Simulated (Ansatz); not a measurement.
# Preparing LiLaO2 (P2_1/c) as a host crystal

Aim: the runs on the perfect crystal LiLaO2 (P2_1/c) that a defect calculation needs first.

Main program and level: Ansatz 0.2.0; plane-wave PAW DFT, PBEsol; relaxation of the host's cell and atoms, in the first sound run; inputs show where later runs differ.

Report form: the programs' logs are mostly left out.

## 1. Set-up

The structure is monoclinic, space group P2_1/c (No. 14). Conventional cell: a = 5.927 Å, b = 6.239 Å, c = 5.895 Å, α = 90.00°, β = 102.90°, γ = 90.00°. Li has 4 O at 1.94 to 2.25 Å nearest. Nearest to La lie 7 O at 2.45 to 2.57 Å. Nearest to O lie 2 Li at 2.17 to 2.25 Å and 4 La at 2.48 to 2.57 Å. Nearest to O lie 2 Li at 1.94 to 2.00 Å and 3 La at 2.45 to 2.55 Å. Farther neighbours and most contacts between anions are not listed.

## 2. Host cell relaxation

Cell and atoms are relaxed together, until forces and stress fall under their thresholds.

Input file cell/input.yaml:

```yaml
crystal:
  lattice:
    - [5.9268946, 0.0, 0.0]
    - [0.0, 6.239226, 0.0]
    - [-1.3158085, 0.0, 5.7464419]
  atoms:
    - { symbol: Li, position: [0.345075, 0.361142, 0.327018] }
    - { symbol: Li, position: [0.654925, 0.861142, 0.172982] }
    - { symbol: Li, position: [0.654925, 0.638858, 0.672982] }
    - { symbol: Li, position: [0.345075, 0.138858, 0.827018] }
    - { symbol: La, position: [0.799992, 0.431563, 0.194215] }
    - { symbol: La, position: [0.200008, 0.931563, 0.305785] }
    - { symbol: La, position: [0.200008, 0.568437, 0.805785] }
    - { symbol: La, position: [0.799992, 0.068437, 0.694215] }
    - { symbol: O, position: [0.08706, 0.239367, 0.013374] }
    - { symbol: O, position: [0.91294, 0.739367, 0.486626] }
    - { symbol: O, position: [0.91294, 0.760633, 0.986626] }
    - { symbol: O, position: [0.08706, 0.260633, 0.513374] }
    - { symbol: O, position: [0.571821, 0.367821, 0.791681] }
    - { symbol: O, position: [0.428179, 0.867821, 0.708319] }
    - { symbol: O, position: [0.428179, 0.632179, 0.208319] }
    - { symbol: O, position: [0.571821, 0.132179, 0.291681] }
basis:
  ecutwfc: 420
  xc_grid: 2
hamiltonian:
  xc: pbesol
kpoints:
  mp_grid: { grid: [5, 5, 5] }
scf:
  occupations: { method: fixed }
  max_iter: 100
relax:
  f_tol: 0.005
  max_steps: 60
  cell: {}
output:
  forces: true
  stress: true
checkpoint:
  write: "../cell.run"
  compress: false
  write_wavefunctions: false
  write_every: 100000
```

Launch:

```
ansatz run input.yaml --threads 4 --pin off --max-ram 7536MiB --backend cpu --events-out ev --progress --plain --runs-dir out
```

The job ended after 87 s (4 threads of Arm Neoverse V2, shared host; peak memory 0.96 GiB; 5.7 min of CPU time).

Relaxation path:

```
step  energy less that of the first step (eV)  largest force component (eV/Å)  pressure (GPa)  volume (Å³)
   1                                   0.0000                          0.1003           -4.76       212.50
   2                                   0.0546                          0.4531            6.16       197.00
   3                                  -0.1420                          0.1136           -0.41       205.14
   4                                  -0.1353                          0.2158            0.16       203.97
   5                                  -0.1530                          0.0386            0.06       204.38
   6                                  -0.1568                          0.0649            0.03       204.52
   7                                  -0.1587                          0.0240            0.03       204.92
   8                                  -0.1585                          0.0219            0.01       205.20
   9                                  -0.1595                          0.0051            0.01       205.12
  10                                  -0.1595                          0.0041           -0.01       205.13
  11                                  -0.1412                          0.0041           -0.18       205.13
  12                                  -0.1424                          0.0036            0.00       204.81
 13*                                  -0.1415                          0.0035            0.00       204.81
```

Relaxation steps marked * repeat the geometry before them on a plane-wave basis chosen anew for their cell, so energy and pressure can jump there. The log counts 2 steps on a newly chosen plane-wave basis, not all of them marked here; energy and pressure can jump at such steps. Relaxation steps 2, 4 were tried and not accepted.

Forces are held to the 4 operations that the run works with; a distortion that breaks them can't arise in this run.

```
     cell as run  before   after  change
           a (Å)   5.927   5.830  -1.6 %
           b (Å)   6.239   6.159  -1.3 %
           c (Å)   5.895   5.840  -0.9 %
           β (°)  102.90  102.35  -0.5 %
volume (Å³/atom)   13.28   12.80  -3.6 %
```

The atoms that moved most (Å, as changes of fractional coordinates times the final cell):

```
atom      dx      dy      dz  length
 Li3   0.038   0.013   0.084   0.093
 Li1  -0.038  -0.013  -0.084   0.093
 Li2   0.038  -0.013   0.084   0.093
 Li4  -0.038   0.013  -0.084   0.093
 O14   0.000   0.011  -0.030   0.032
 O13   0.000   0.011   0.030   0.032
 O15   0.000  -0.011  -0.030   0.032
 O16   0.000  -0.011   0.030   0.032
```

This step gave:

```yaml
pressure: -0.003960 GPa
```

The relaxation ends with a largest force component of 0.0035 eV/Å and a pressure of 0.00 GPa.

## 3. Dielectric tensors of the host

The response to a uniform electric field gives the electronic dielectric tensor.

This step: plane-wave PAW DFPT, PBEsol; dielectric tensors, Born charges and zone-centre modes of the host (Ansatz 0.2.0).

Input file eps/input.yaml:

```yaml
crystal:
  lattice:
    - [5.8297872785, 0.0, 0.023014202]
    - [0.0, 6.1586925744, 0.0]
    - [-1.2719365517, 0.0, 5.6994137441]
  atoms:
    - { symbol: Li, position: [0.3354116806, 0.3590401069, 0.3123689266] }
    - { symbol: Li, position: [0.6645883194, 0.8590401069, 0.1876310734] }
    - { symbol: Li, position: [0.6645883194, 0.6409598931, 0.6876310734] }
    - { symbol: Li, position: [0.3354116806, 0.1409598931, 0.8123689266] }
    - { symbol: La, position: [0.7984407191, 0.4296228656, 0.1973142049] }
    - { symbol: La, position: [0.2015592809, 0.9296228656, 0.3026857951] }
    - { symbol: La, position: [0.2015592809, 0.5703771344, 0.8026857951] }
    - { symbol: La, position: [0.7984407191, 0.0703771344, 0.6973142049] }
    - { symbol: O, position: [0.0899051013, 0.2394819497, 0.0151043243] }
    - { symbol: O, position: [0.9100948987, 0.7394819497, 0.4848956757] }
    - { symbol: O, position: [0.9100948987, 0.7605180503, 0.9848956757] }
    - { symbol: O, position: [0.0899051013, 0.2605180503, 0.5151043243] }
    - { symbol: O, position: [0.5730240207, 0.3695915225, 0.7969739047] }
    - { symbol: O, position: [0.4269759793, 0.8695915225, 0.7030260953] }
    - { symbol: O, position: [0.4269759793, 0.6304084775, 0.2030260953] }
    - { symbol: O, position: [0.5730240207, 0.1304084775, 0.2969739047] }
basis:
  ecutwfc: 420
hamiltonian:
  xc: pbesol
kpoints:
  mp_grid: { grid: [4, 4, 4] }
scf:
  occupations: { method: fixed }
  max_iter: 100
phonons:
  method: dfpt
  dielectric: true
  rigid_motions: translations
```

It took 6 min on 4 threads; peak memory 2.9 GiB.

Electronic dielectric tensor:

```
4.50 0.00 0.01
0.00 4.58 0.00
0.01 0.00 4.51
```

Static dielectric tensor:

```
20.94  0.00  1.74
 0.00 19.87  0.00
 1.74  0.00 23.55
```

The principal values of the electronic dielectric tensor are 4.50, 4.52 and 4.58. The principal values of the static dielectric tensor are 19.87, 20.06 and 24.42.

## 4. Primitive cell on a dense mesh

A dense mesh gives the host's converged energy, against which the supercell's sampling is tested.

This step: plane-wave PAW DFT, PBEsol; single point of the host's primitive cell on a dense mesh (Ansatz 0.2.0).

dense/input.yaml, as its differences from eps/input.yaml of step 3:

```diff
@@ -24,2 +24,3 @@
   ecutwfc: 420
+  xc_grid: 2
 hamiltonian:
@@ -27,9 +28,5 @@
 kpoints:
-  mp_grid: { grid: [4, 4, 4] }
+  mp_grid: { grid: [5, 5, 5] }
 scf:
-  occupations: { method: fixed }
-  max_iter: 100
-phonons:
-  method: dfpt
-  dielectric: true
-  rigid_motions: translations
+  occupations: { method: fermi_dirac, width: 0.01 }
+  max_iter: 80
```

The job ended after 6.1 s (4 threads; peak memory 0.9 GiB; 24 s of CPU time).

## 5. Self-consistent run

This step: plane-wave PAW DFT, PBEsol; single point of the defect-free supercell, a test of its k-points (Ansatz 0.2.0).

System of this step: LiLaO2 (P2_1/c). The cell holds 64 atoms: 16 Li, 16 La and 32 O. Its edges and angles: a = 10.981 Å, b = 9.563 Å, c = 10.981 Å, α = 111.2°, β = 111.8°, γ = 111.1°.

Input file pristine.sampling/input.yaml:

```yaml
crystal:
  lattice:
    - [-7.1017238302, 6.1586925744, 5.6763995422]
    - [4.5578507268, -6.1586925744, 5.7224279461]
    - [7.1017238302, 6.1586925744, -5.6763995422]
  atoms:
    - { symbol: Li, position: [0.3357045167, 0.3238903036, 0.3472258937] }
    - { symbol: Li, position: [0.3357045167, 0.8238903036, 0.8472258937] }
    - { symbol: Li, position: [0.8357045167, 0.3238903036, 0.8472258937] }
    - { symbol: Li, position: [0.8357045167, 0.8238903036, 0.3472258937] }
    - { symbol: Li, position: [0.0233355901, 0.4261096964, 0.2618142131] }
    - { symbol: Li, position: [0.0233355901, 0.9261096964, 0.7618142131] }
    - { symbol: Li, position: [0.5233355901, 0.4261096964, 0.7618142131] }
    - { symbol: Li, position: [0.5233355901, 0.9261096964, 0.2618142131] }
[... 52 atom lines left out ...]
    - { symbol: O, position: [0.2136911911, 0.4349989627, 0.3517162491] }
    - { symbol: O, position: [0.2136911911, 0.9349989627, 0.8517162491] }
    - { symbol: O, position: [0.7136911911, 0.4349989627, 0.8517162491] }
    - { symbol: O, position: [0.7136911911, 0.9349989627, 0.3517162491] }
basis:
  ecutwfc: 420
  xc_grid: 2
hamiltonian:
  xc: pbesol
kpoints:
  mp_grid: { grid: [1, 1, 1], shift: [0.25, 0.25, 0.25] }
scf:
  occupations: { method: fermi_dirac, width: 0.01 }
  max_iter: 80
```

It took 4.4 s on 4 threads; peak memory 1.6 GiB; 16 s of CPU time.

Numbers from this step:

| Item | Value |
| --- | --- |
| energy over dense mesh | -8.46e-4 eV/atom |

## 6. Defect free supercell relaxed from its symmetric sites

This cell, the one that will hold the defects, is built from the relaxed host. Its coarser k-points can move the atoms a little, so it is relaxed from the symmetric sites, as the reference for the test of stability.

This step: plane-wave PAW DFT, PBEsol; relaxation of the defect-free supercell from its symmetric sites (Ansatz 0.2.0).

pristine.symmetric/input.yaml, as its differences from pristine.sampling/input.yaml of step 5:

```diff
@@ -80 +80,12 @@
   max_iter: 80
+output:
+  forces: true
+relax:
+  f_tol: 0.01
+  max_steps: 60
+  escape_saddle: false
+checkpoint:
+  write: "../pristine.symmetric.run"
+  compress: false
+  write_wavefunctions: false
+  write_every: 100000
```

Elapsed: 7.5 s, on 4 threads; peak memory 1.6 GiB; 28 s of CPU time.

No atom moved by 0.005 Å in the relaxation.

## 7. Defect free supercell relaxed from displaced atoms

This step: plane-wave PAW DFT, PBEsol; relaxation of the defect-free supercell from random displacements, a test of the host's stability (Ansatz 0.2.0).

pristine.rattled/input.yaml, as its differences from pristine.symmetric/input.yaml of step 6:

```diff
@@ -84,6 +84,6 @@
   f_tol: 0.01
-  max_steps: 60
-  escape_saddle: false
+  max_steps: 120
+  random_displacement: { amplitude: 0.08, seed: 424 }
 checkpoint:
-  write: "../pristine.symmetric.run"
+  write: "../pristine.rattled.run"
   compress: false
```

Run time: 42 s. Hardware: 4 threads; peak memory 1.6 GiB; 2.7 min of CPU time.

The steps of the relaxation:

```
step  energy less that of the first step (eV)  largest force component (eV/Å)
   1                                   0.0000                          1.4081
   2                                  -0.0842                          1.9435
   3                                  -1.4588                          0.0705
   4                                  -1.4695                          0.0105
   5                                  -1.4698                          0.0023
```

The relaxation ends 23 meV an atom lower than the displaced start, with a largest force component of 0.0023 eV/Å.

## 8. Results

| Item | Value |
| --- | --- |
| primitive cell vectors, lengths | 5.830, 6.159, 5.840 Å |
| electronic dielectric constant | principal values (4.50, 4.52, 4.58) |
| static dielectric constant | principal values (19.87, 20.06, 24.42) |
| gap on the k-mesh of the response run (PBEsol) | 3.74 eV |
| supercell relaxed in its symmetry less the displaced and relaxed one | 0.000 eV |
| energy an atom at one point at (¼, ¼, ¼) less that on the dense mesh | -0.001 eV |

In words: Step 7: The energy fell by 1.470 eV from the randomly displaced start; the atoms end within 0.005 Å of the sites as typed, once the mean shift is taken out. The displaced cell ends within 0.01 eV of the symmetric one relaxed in its symmetry, so no lower structure shows in this supercell. The k-mesh can miss the band edges, so this gap is an upper bound at this level. All at zero temperature.

[Logs are printed without paths, hosts, clocks, repeated set-up lines and the standing remarks that a program may print on its own settings, such as how far it seeks lower states.]

[Hosts, paths, dates, database ids (printed as entryN), source tags and the programs' standing remarks are cut or masked in the printed files.]

[Runs of the host that timed out are not shown.]

[For some hosts the program warned that the k-mesh of the response run may be too coarse for force constants and the static dielectric constant; such warnings are not always shown.]
